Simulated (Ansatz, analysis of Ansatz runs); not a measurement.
# Al-H pair in alpha-quartz: local vibrational mode, r2SCAN

Subject: Al-H pair in alpha-quartz. Wanted: its local vibrational mode, in one set-up (r2SCAN, 108-site cell, r2SCAN lattice, 500 eV, k: the single point 1/4 1/4 1/4). The model is a cell of 108 host atoms with Al put on another atom's site and H put in between. The frequencies come from force constants among the defect atom and its neighbours, with the masses of the isotopes named. A meta-GGA costs about twice a GGA and mends lattice constants and part of the gap.

What was measured. O-H stretch, 1H: 3378 cm⁻¹ at 300 K, by diffuse reflectance FTIR (“Structural evolution of water and hydroxyl groups during thermal, mechanical and chemical treatment of high purity natural quartz”, 2020, pmc:9055915). O-H stretch, 1H: 3313 cm⁻¹ at 300 K, by diffuse reflectance FTIR (“Structural evolution of water and hydroxyl groups during thermal, mechanical and chemical treatment of high purity natural quartz”, 2020, pmc:9055915). The calculation is set beside it at the end.

Method: plane-wave PAW DFT, r2SCAN; relaxation of all atoms of a defect supercell, in Ansatz 0.2.0.

## Step 1: The structure

The cell holds 109 atoms: 35 Si, 72 O, 1 Al and 1 H. Its edges and angles: a = 9.844 Å, b = 14.766 Å, c = 10.830 Å, α = 90.0°, β = 90.0°, γ = 120.0°. It derives from SiO2 (space group P3_221). Nearest the centre at fractional (0.392, 0.403, 0.715): O32 at 0.31 Å, Al83 at 1.30 Å, H109 at 1.30 Å, Si28 at 1.87 Å, O89 at 2.37 Å, O88 at 2.38 Å, O33 at 2.40 Å, O31 at 2.77 Å.

The host's primitive cell comes from a first run (plane-wave PAW DFT, r2SCAN; relaxation of the host's cell and atoms): vectors of 4.922, 4.922 and 5.415 Å. That is 12.62 Å³ an atom, 0.4 % over the diffraction cell's volume. The supercell is built on it.

## Step 2: Relaxation, charge 0

Every later number rests on the structure around the defect, so the atoms are relaxed at the host's lattice first.

Contents of relax/input.yaml:

```yaml
relax:
  f_tol: 0.01
  max_steps: 80
  random_displacement: { amplitude: 0.02, seed: 109 }
crystal:
  lattice:
    - [9.84405539, 0.0, 0.0]
    - [-7.38304154, 12.78780307, 0.0]
    - [0.0, 0.0, 10.8302851]
  atoms:
    - { symbol: Si, position: [0.234489884, 0.0, 0.333333333] }
    - { symbol: Si, position: [0.0, 0.15632659, 0.166666667] }
    - { symbol: Si, position: [0.265510116, 0.177006744, 0.0] }
[... 2 atom lines left out ...]
    - { symbol: O, position: [0.427848151, 0.195571738, 0.058974086] }
[... 2 atom lines left out ...]
    - { symbol: O, position: [0.293357607, 0.285232101, 0.441025914] }
[... 1 atom line left out ...]
    - { symbol: Si, position: [0.0, 0.15632659, 0.666666667] }
    - { symbol: Si, position: [0.265510116, 0.177006744, 0.5] }
    - { symbol: O, position: [0.206642393, 0.089660362, 0.892307419] }
[... 1 atom line left out ...]
    - { symbol: O, position: [0.427848151, 0.195571738, 0.558974086] }
    - { symbol: O, position: [0.134490544, 0.137761595, 0.607692581] }
    - { symbol: O, position: [0.072151849, 0.243672971, 0.774359248] }
    - { symbol: O, position: [0.293357607, 0.285232101, 0.941025914] }
    - { symbol: Si, position: [0.234489884, 0.333333333, 0.333333333] }
[... 1 atom line left out ...]
    - { symbol: Si, position: [0.265510116, 0.510340077, 0.0] }
    - { symbol: O, position: [0.206642393, 0.422993696, 0.392307419] }
[... 1 atom line left out ...]
    - { symbol: O, position: [0.427848151, 0.528905072, 0.058974086] }
[... 2 atom lines left out ...]
    - { symbol: O, position: [0.293357607, 0.618565434, 0.441025914] }
    - { symbol: Si, position: [0.234489884, 0.333333333, 0.833333333] }
    - { symbol: Si, position: [0.0, 0.489659923, 0.666666667] }
    - { symbol: Si, position: [0.265510116, 0.510340077, 0.5] }
    - { symbol: O, position: [0.206642393, 0.422993696, 0.892307419] }
    - { symbol: O, position: [0.365509456, 0.381434566, 0.725640752] }
    - { symbol: O, position: [0.427848151, 0.528905072, 0.558974086] }
    - { symbol: O, position: [0.134490544, 0.471094928, 0.607692581] }
    - { symbol: O, position: [0.072151849, 0.577006304, 0.774359248] }
    - { symbol: O, position: [0.293357607, 0.618565434, 0.941025914] }
[... 13 atom lines left out ...]
    - { symbol: O, position: [0.365509456, 0.714767899, 0.725640752] }
[... 14 atom lines left out ...]
    - { symbol: Si, position: [0.5, 0.15632659, 0.666666667] }
[... 3 atom lines left out ...]
    - { symbol: O, position: [0.927848151, 0.195571738, 0.558974086] }
[... 1 atom line left out ...]
    - { symbol: O, position: [0.572151849, 0.243672971, 0.774359248] }
[... 3 atom lines left out ...]
    - { symbol: Si, position: [0.765510116, 0.510340077, 0.0] }
    - { symbol: O, position: [0.706642393, 0.422993696, 0.392307419] }
[... 2 atom lines left out ...]
    - { symbol: O, position: [0.634490544, 0.471094928, 0.107692581] }
[... 1 atom line left out ...]
    - { symbol: O, position: [0.793357607, 0.618565434, 0.441025914] }
    - { symbol: Si, position: [0.734489884, 0.333333333, 0.833333333] }
    - { symbol: Al, position: [0.5, 0.489659923, 0.666666667] }
    - { symbol: Si, position: [0.765510116, 0.510340077, 0.5] }
    - { symbol: O, position: [0.706642393, 0.422993696, 0.892307419] }
    - { symbol: O, position: [0.865509456, 0.381434566, 0.725640752] }
    - { symbol: O, position: [0.927848151, 0.528905072, 0.558974086] }
    - { symbol: O, position: [0.634490544, 0.471094928, 0.607692581] }
    - { symbol: O, position: [0.572151849, 0.577006304, 0.774359248] }
    - { symbol: O, position: [0.793357607, 0.618565434, 0.941025914] }
[... 9 atom lines left out ...]
    - { symbol: Si, position: [0.734489884, 0.666666667, 0.833333333] }
[... 2 atom lines left out ...]
    - { symbol: O, position: [0.706642393, 0.756327029, 0.892307419] }
    - { symbol: O, position: [0.865509456, 0.714767899, 0.725640752] }
[... 4 atom lines left out ...]
    - { symbol: H, position: [0.283812, 0.315519, 0.762741] }
basis:
  ecutwfc: 500
  xc_grid: 2
hamiltonian:
  xc: r2scan
kpoints:
  mp_grid: { grid: [1, 1, 1], shift: [0.25, 0.25, 0.25] }
scf:
  occupations: { method: fermi_dirac, width: 0.01 }
  max_iter: 120
output:
  forces: true
checkpoint:
  write: "../relax.run"
  compress: false
  write_wavefunctions: true
  write_every: 100000
```

Command:

```bash
ansatz run input.yaml --threads 4 --pin off --max-ram 7536MiB --backend cpu --events-out ev --progress --plain --runs-dir out
```

Numbers of over 12 decimals in the logs are rounded to 6 here.

The program printed:

```text
[... repeated set-up lines and file paths are left out, and long positions are rounded to six places ...]
Engine: ansatz 0.2.0, aarch64-unknown-linux-gnu
Pseudopotentials: kind: paw
Pseudopotential: Si, paw, valence charge 4, recommended cutoff 500 eV (meta_gga), Si.paw.azcp
Pseudopotential: O, paw, valence charge 6, recommended cutoff 500 eV (meta_gga), O.paw.azcp
Pseudopotential: Al, paw, valence charge 3, recommended cutoff 500 eV (meta_gga), Al.paw.azcp
Pseudopotential: H, paw, valence charge 1, recommended cutoff 500 eV (meta_gga), H.paw.azcp
Functional definition: r2SCAN
  parameter k0 = 0.174
  parameter k1 = 0.065
  parameter a1 = 4.9479
  exchange = r2scan_x(k0 = k0, k1 = k1, a1 = a1)
  correlation = r2scan_c
Crystal: 109 atoms, lattice volume = 1363.358 Å³
Basis set: ecut = 500 eV, 34583 PW (Γ), exchange–correlation on 144×216×160 points (8 copies of the dense FFT grid, shifted against one another)
Bands: 397, of which v1, the nominal top of the filled ones, is band 288 counted from 1 (287 counted from 0)
Symmetry: 1 space group operations
k-points: 1
Non-local potential: Si, projectors of the file, l = 0: 2, l = 1: 2, l = 2: 2
Non-local potential: O, projectors of the file, l = 0: 2, l = 1: 2, l = 2: 1
Non-local potential: Al, projectors of the file, l = 0: 2, l = 1: 2, l = 2: 1
Non-local potential: H, projectors of the file, l = 0: 2, l = 1: 1
PAW form: soft (Blöchl's): semilocal exchange-correlation on the pseudo side does not see the compensation charge
PAW frozen core: Si, regenerated for the run's functional (the file was generated under x = pbe(κ = 0.804, μ = 0.219515), c = pbe(β = 0.066725))
PAW frozen core: O, regenerated for the run's functional (the file was generated under x = pbe(κ = 0.804, μ = 0.219515), c = pbe(β = 0.066725))
PAW frozen core: Al, regenerated for the run's functional (the file was generated under x = pbe(κ = 0.804, μ = 0.219515), c = pbe(β = 0.066725))
PAW one-centre angular grid: Si, 302 points (default); XC on 160 Gauss nodes
PAW one-centre angular grid: O, 302 points (default); XC on 160 Gauss nodes
PAW one-centre angular grid: Al, 302 points (default); XC on 160 Gauss nodes
PAW one-centre angular grid: H, 302 points (default); XC on 160 Gauss nodes
Initial density: superposition of atomic densities (neutral atoms: chi_scale 0, normalization atom), corrected by the library's trained network
Initial wavefunctions: pseudopotential atomic-orbital guess
Functional: x = r2scan, c = r2scan; τ floored in thin density (d = 2e-4 eV/Å³)
SCF iter   1: F=—  HF=-63985.881059 eV  |F-HF|=—  |Δ(HF+E_count)|=         —  Δρ=9.74e-3  dr2=1.56e0  dr2_τ=9.59e0  ethr=1.77e-3  ⟨swp⟩=6.0  Hψ=1779  notcnv=0  defer=54
preconditioner: auto → Resta (q_TF=auto, 2.363 Å⁻¹)  ε∞=2.8  [insulator: Δε(μ)=4.838 eV  Ē_g=18.144 eV  σ=0.010 eV  W_gap=1.00  n_scr=302 (ndim 8)  ℏωp=24.1 eV  f_vac=0.112  D(μ)=0.00/eV (n_scr^D=0)  ε∞_Penn≈2.8]
SCF iter   2: F=—  HF=-63988.588973 eV  |F-HF|=—  |Δ(HF+E_count)|=    2.71e0  Δρ=5.53e-3  dr2=3.57e-1  dr2_τ=2.46e-2  ethr=2.70e-4  ⟨swp⟩=4.0  Hψ=756  notcnv=0  defer=104
SCF iter   3: F=—  HF=-63988.498677 eV  |F-HF|=—  |Δ(HF+E_count)|=   9.03e-2  Δρ=1.44e-3  dr2=3.07e-2  dr2_τ=4.29e-3  ethr=6.21e-5  ⟨swp⟩=3.0  Hψ=591  notcnv=0  defer=104
SCF iter   4: F=—  HF=-63988.492548 eV  |F-HF|=—  |Δ(HF+E_count)|=   6.13e-3  Δρ=5.48e-4  dr2=3.05e-3  dr2_τ=5.06e-4  ethr=5.32e-6  ⟨swp⟩=4.0  Hψ=756  notcnv=0  defer=104
SCF iter   5: F=—  HF=-63988.492435 eV  |F-HF|=—  |Δ(HF+E_count)|=   1.13e-4  Δρ=1.93e-4  dr2=4.61e-4  dr2_τ=5.64e-5  ethr=5.30e-7  ⟨swp⟩=3.0  Hψ=587  notcnv=0  defer=104
SCF iter   6: F=—  HF=-63988.493465 eV  |F-HF|=—  |Δ(HF+E_count)|=   1.03e-3  Δρ=6.96e-5  dr2=5.47e-5  dr2_τ=8.57e-6  ethr=8.00e-8  ⟨swp⟩=2.0  Hψ=582  notcnv=0  defer=104
SCF iter   7: F=—  HF=-63988.493472 eV  |F-HF|=—  |Δ(HF+E_count)|=   7.01e-6  Δρ=1.97e-5  dr2=4.47e-6  dr2_τ=5.60e-7  ethr=9.50e-9  ⟨swp⟩=2.0  Hψ=579  notcnv=0  defer=104
SCF iter   8: F=-63988.493474 eV  HF=-63988.493474 eV  |F-HF|=1.68e-7  |Δ(HF+E_count)|=   2.40e-6  Δρ=7.95e-6  dr2=6.76e-7  dr2_τ=9.58e-8  ethr=4.34e-10  ⟨swp⟩=4.0  Hψ=1194  notcnv=0
SCF 1 converged in 8 iterations: F = -63988.493474 eV  dr2 = 6.76e-7
  greatest PAW one-centre occupation: 0.885 electrons in one spin orbital (limit 2), on the O atom at site 31 (counted from 0), in its partial waves of l = 0
relax step   1: F+E_penalty+E_count = -63988.49347377 eV  Δ(F+E_penalty+E_count) = +0.000e0 eV  max|allowed force component| = 2.782e1 eV/Å  Δτ_max = 0.0000 Å  (8 SCF iters, dr2 threshold 2.50e-6 eV, accepted)
[... the SCF cycles and remarks between the steps are left out from here to the last step ...]
relax step   2: F+E_penalty+E_count = -63994.34829440 eV  Δ(F+E_penalty+E_count) = -5.855e0 eV  max|allowed force component| = 1.319e1 eV/Å  Δτ_max = 0.1533 Å  (6 SCF iters, dr2 threshold 1.00e-4 eV, accepted)
relax step   3: F+E_penalty+E_count = -63997.83392032 eV  Δ(F+E_penalty+E_count) = -3.486e0 eV  max|allowed force component| = 5.531e0 eV/Å  Δτ_max = 0.1998 Å  (6 SCF iters, dr2 threshold 1.00e-4 eV, accepted)
relax step   4: F+E_penalty+E_count = -63999.26091249 eV  Δ(F+E_penalty+E_count) = -1.427e0 eV  max|allowed force component| = 2.934e0 eV/Å  Δτ_max = 0.1948 Å  (5 SCF iters, dr2 threshold 1.00e-4 eV, accepted)
relax step   5: F+E_penalty+E_count = -63999.90898253 eV  Δ(F+E_penalty+E_count) = -6.481e-1 eV  max|allowed force component| = 2.150e0 eV/Å  Δτ_max = 0.1950 Å  (5 SCF iters, dr2 threshold 1.00e-4 eV, accepted)
relax step   6: F+E_penalty+E_count = -64000.22310971 eV  Δ(F+E_penalty+E_count) = -3.141e-1 eV  max|allowed force component| = 1.589e0 eV/Å  Δτ_max = 0.2000 Å  (6 SCF iters, dr2 threshold 1.00e-4 eV, accepted)
relax step   7: F+E_penalty+E_count = -64000.46514548 eV  Δ(F+E_penalty+E_count) = -2.420e-1 eV  max|allowed force component| = 1.152e0 eV/Å  Δτ_max = 0.2000 Å  (6 SCF iters, dr2 threshold 1.00e-4 eV, accepted)
relax step   8: F+E_penalty+E_count = -64000.57413614 eV  Δ(F+E_penalty+E_count) = -1.090e-1 eV  max|allowed force component| = 7.545e-1 eV/Å  Δτ_max = 0.1978 Å  (5 SCF iters, dr2 threshold 1.00e-4 eV, accepted)
relax step   9: F+E_penalty+E_count = -64000.62274240 eV  Δ(F+E_penalty+E_count) = -4.861e-2 eV  max|allowed force component| = 4.423e-1 eV/Å  Δτ_max = 0.2000 Å  (5 SCF iters, dr2 threshold 1.00e-4 eV, accepted)
relax step  10: F+E_penalty+E_count = -64000.65509767 eV  Δ(F+E_penalty+E_count) = -3.236e-2 eV  max|allowed force component| = 2.994e-1 eV/Å  Δτ_max = 0.2000 Å  (5 SCF iters, dr2 threshold 6.73e-5 eV, accepted)
relax step  11: F+E_penalty+E_count = -64000.68020129 eV  Δ(F+E_penalty+E_count) = -2.510e-2 eV  max|allowed force component| = 2.412e-1 eV/Å  Δτ_max = 0.2000 Å  (6 SCF iters, dr2 threshold 3.08e-5 eV, accepted)
relax step  12: F+E_penalty+E_count = -64000.67314118 eV  Δ(F+E_penalty+E_count) = +7.060e-3 eV  max|allowed force component| = 1.068e0 eV/Å  Δτ_max = 0.1933 Å  (6 SCF iters, dr2 threshold 2.66e-5 eV, rejected (line search))
relax step  13: F+E_penalty+E_count = -64000.69244951 eV  Δ(F+E_penalty+E_count) = -1.225e-2 eV  max|allowed force component| = 8.886e-2 eV/Å  Δτ_max = 0.0966 Å  (8 SCF iters, accepted)
relax step  14: F+E_penalty+E_count = -64000.69807407 eV  Δ(F+E_penalty+E_count) = -5.625e-3 eV  max|allowed force component| = 1.953e-1 eV/Å  Δτ_max = 0.0972 Å  (6 SCF iters, dr2 threshold 1.07e-6 eV, accepted)
relax step  15: F+E_penalty+E_count = -64000.70066137 eV  Δ(F+E_penalty+E_count) = -2.587e-3 eV  max|allowed force component| = 6.430e-2 eV/Å  Δτ_max = 0.0427 Å  (6 SCF iters, dr2 threshold 5.18e-6 eV, accepted)
relax step  16: F+E_penalty+E_count = -64000.70142798 eV  Δ(F+E_penalty+E_count) = -7.666e-4 eV  max|allowed force component| = 2.995e-2 eV/Å  Δτ_max = 0.0096 Å  (6 SCF iters, dr2 threshold 4.48e-7 eV, accepted)
relax step  17: F+E_penalty+E_count = -64000.70153219 eV  Δ(F+E_penalty+E_count) = -1.042e-4 eV  max|allowed force component| = 1.256e-2 eV/Å  Δτ_max = 0.0068 Å  (6 SCF iters, accepted)
SCF iter   1: F=—  HF=-64000.700569 eV  |F-HF|=—  |Δ(HF+E_count)|=         —  Δρ=1.03e-4  dr2=8.43e-5  dr2_τ=1.28e-3  ethr=1.11e-7  ⟨swp⟩=4.0  Hψ=940  notcnv=0  defer=103
SCF iter   2: F=—  HF=-64000.701572 eV  |F-HF|=—  |Δ(HF+E_count)|=   1.00e-3  Δρ=6.08e-5  dr2=3.23e-5  dr2_τ=1.65e-6  ethr=1.46e-8  ⟨swp⟩=2.0  Hψ=745  notcnv=0  defer=103
SCF iter   3: F=—  HF=-64000.701567 eV  |F-HF|=—  |Δ(HF+E_count)|=   4.46e-6  Δρ=2.14e-5  dr2=3.79e-6  dr2_τ=7.50e-7  ethr=5.61e-9  ⟨swp⟩=2.0  Hψ=582  notcnv=0  defer=103
SCF iter   4: F=—  HF=-64000.701567 eV  |F-HF|=—  |Δ(HF+E_count)|=   3.18e-7  Δρ=9.06e-6  dr2=5.52e-7  dr2_τ=5.91e-8  ethr=6.58e-10  ⟨swp⟩=2.0  Hψ=582  notcnv=0  defer=103
SCF iter   5: F=—  HF=-64000.701567 eV  |F-HF|=—  |Δ(HF+E_count)|=   1.62e-7  Δρ=3.62e-6  dr2=1.45e-7  dr2_τ=2.12e-8  ethr=9.58e-11  ⟨swp⟩=2.0  Hψ=582  notcnv=0  defer=103
SCF iter   6: F=-64000.701567 eV  HF=-64000.701567 eV  |F-HF|=5.76e-9  |Δ(HF+E_count)|=   3.35e-8  Δρ=1.17e-6  dr2=1.27e-8  dr2_τ=8.57e-10  ethr=1.74e-11  ⟨swp⟩=4.0  Hψ=1174  notcnv=0
SCF 18 converged in 6 iterations: F = -64000.701567 eV  dr2 = 1.27e-8
relax step  18: F+E_penalty+E_count = -64000.70156700 eV  Δ(F+E_penalty+E_count) = -3.481e-5 eV  max|allowed force component| = 4.297e-3 eV/Å  Δτ_max = 0.0018 Å  (6 SCF iters, accepted)
NSCF: frozen V_eff on 1 k-points
the band table was solved once a step of the walk had ended and its energy, with any forces and stress, was formed, with the checks that follow a solve (1800 applications of the Hamiltonian). They found nothing against the state; [...]
iter 1 solved again at ethr=2.21e-12 eV; its pass at ethr=3.10e-3 eV (dr2=1.27e-8 eV) is discarded
SCF iter   1: F=—  HF=-64000.701567 eV  |F-HF|=—  |Δ(HF+E_count)|=         —  Δρ=1.17e-6  dr2=1.27e-8  dr2_τ=8.58e-10  ethr=2.21e-12  ⟨swp⟩=2.0  Hψ=1336  notcnv=0
SCF iter   2: F=-64000.701567 eV  HF=-64000.701567 eV  |F-HF|=1.43e-9  |Δ(HF+E_count)|=   2.02e-9  Δρ=5.23e-7  dr2=2.85e-9  dr2_τ=5.72e-11  ethr=2.21e-12  ⟨swp⟩=3.0  Hψ=811  notcnv=0
SCF 19 converged in 2 iterations: F = -64000.701567 eV  dr2 = 2.85e-9
NSCF: frozen V_eff on 1 k-points
the band table was solved once a step of the walk had ended and its energy, with any forces and stress, was formed, with the checks that follow a solve (1241 applications of the Hamiltonian). They found nothing against the state; [...]
SCF converged after 2 iterations
Free energy (F): -64000.701567 eV
Harris-Foulkes:  -64000.701567 eV  (|F-HF|=1.43e-9)
Internal energy: -64000.701567 eV  (E = F + TS)
E sigma→0 (E₀):  -64000.701567 eV
Fermi energy:    5.798717 eV
--- Per-component energies (eV) ---
  E_band       = -2889.615542
  E_kinetic    = 14578.569699
  E_local      = -35384.438094  (includes V_loc(G=0)·N_el)
  E_nonlocal   = 4236.478354
  E_hartree    = 12737.529083
  E_xc         = -7200.108691
  E_vxc        = -9530.805079  (∫ρ·V_xc dr)
  E_paw        = -30260.735151  (= ΣΔE_a)
  E_vpaw       = -2863.116312  (= ΣTr[D̂ρ^β])
  E_aug_tail   = 0.075933  (compensation charges beyond the density's cutoff)
  E_vtau       = 598.561952  (kinetic-family band-sum trace: ∫τ·v_τ [+ j·A + Jᵃ·Aᵃ] dr)
  E_ewald      = -22703.037693
  E_core_change = -5.035008  (= ΣΔE_core)
  E_smearing   = -0.000000  (= −TS)
  E_closure    = 0.000000  (closes the sum)
  Σ components = -64000.701567   (vs F -64000.701567, Δ=0.00e0)
--- Forces (eV/Å), atoms counted from 1 ---
  atom   1  Si     0.00017691     0.00179389    -0.00040916
  atom   2  Si    -0.00048082     0.00047000     0.00015900
  [... 14 atoms left out ...]
  atom  17  O      0.00247965     0.00096344     0.00115554
  atom  18  O     -0.00066150    -0.00047046    -0.00034011
  [... 9 atoms left out ...]
  atom  28  Si    -0.00355433    -0.00297658     0.00147024
  [... 2 atoms left out ...]
  atom  31  O      0.00013905     0.00247387     0.00023065
  atom  32  O      0.00429056    -0.00247767     0.00061052
  atom  33  O     -0.00010556     0.00052649     0.00151525
  [... 49 atoms left out ...]
  atom  83  Al     0.00008921     0.00018770    -0.00130409
  [... 4 atoms left out ...]
  atom  88  O     -0.00118575    -0.00090901     0.00078761
  atom  89  O     -0.00027449    -0.00107976    -0.00152040
  [... 19 atoms left out ...]
  atom 109  H     -0.00255140     0.00161021    -0.00033355
  max |Σ_I F_I| component: 2.28e-3 eV/Å
--- Band table (eV) ---
  k-point 0: bands = ["-18.8755", "-18.2514", "-18.1019", "-18.0710", [... 389 left out ...] "14.9811", "15.0218", "15.0491", "15.0664"]
--- Relaxed structure (18 steps of the walk, 17 accepted, 0 SCFs on fresh bases) ---
  F+E_penalty+E_count = -64000.70156700 eV   max|allowed force component| = 4.297e-3 eV/Å
  atoms:
    - { symbol: Si, position: [0.232605, -0.002386, 0.336076] }
    - { symbol: Si, position: [-0.010700, 0.154452, 0.164971] }
    [... 14 atoms left out ...]
    - { symbol: O, position: [0.073208, 0.245419, 0.772175] }
    - { symbol: O, position: [0.279976, 0.279110, 0.952292] }
    [... 9 atoms left out ...]
    - { symbol: Si, position: [0.230323, 0.327941, 0.841227] }
    [... 2 atoms left out ...]
    - { symbol: O, position: [0.220274, 0.427432, 0.884999] }
    - { symbol: O, position: [0.380093, 0.366785, 0.739678] }
    - { symbol: O, position: [0.421998, 0.521630, 0.549737] }
    [... 49 atoms left out ...]
    - { symbol: Al, position: [0.514426, 0.495811, 0.664691] }
    [... 4 atoms left out ...]
    - { symbol: O, position: [0.650980, 0.467218, 0.608660] }
    - { symbol: O, position: [0.570386, 0.579616, 0.787040] }
    [... 19 atoms left out ...]
    - { symbol: H, position: [0.438248, 0.329150, 0.748491] }
```

It took 13 min on 4 threads of Arm Neoverse V1, shared host; peak memory 4.1 GiB.

(Part 1 of 2 ends here.)

[Logs are printed without paths, hosts, clocks, repeated set-up lines and the standing remarks that a program may print on its own settings, such as how far it seeks lower states.]

[Hosts, paths, dates, database ids (printed as entryN), source tags and the programs' standing remarks are cut or masked in the printed files.]

[For some hosts the program warned that the k-mesh of the response run may be too coarse for force constants and the static dielectric constant; such warnings are not shown here.]
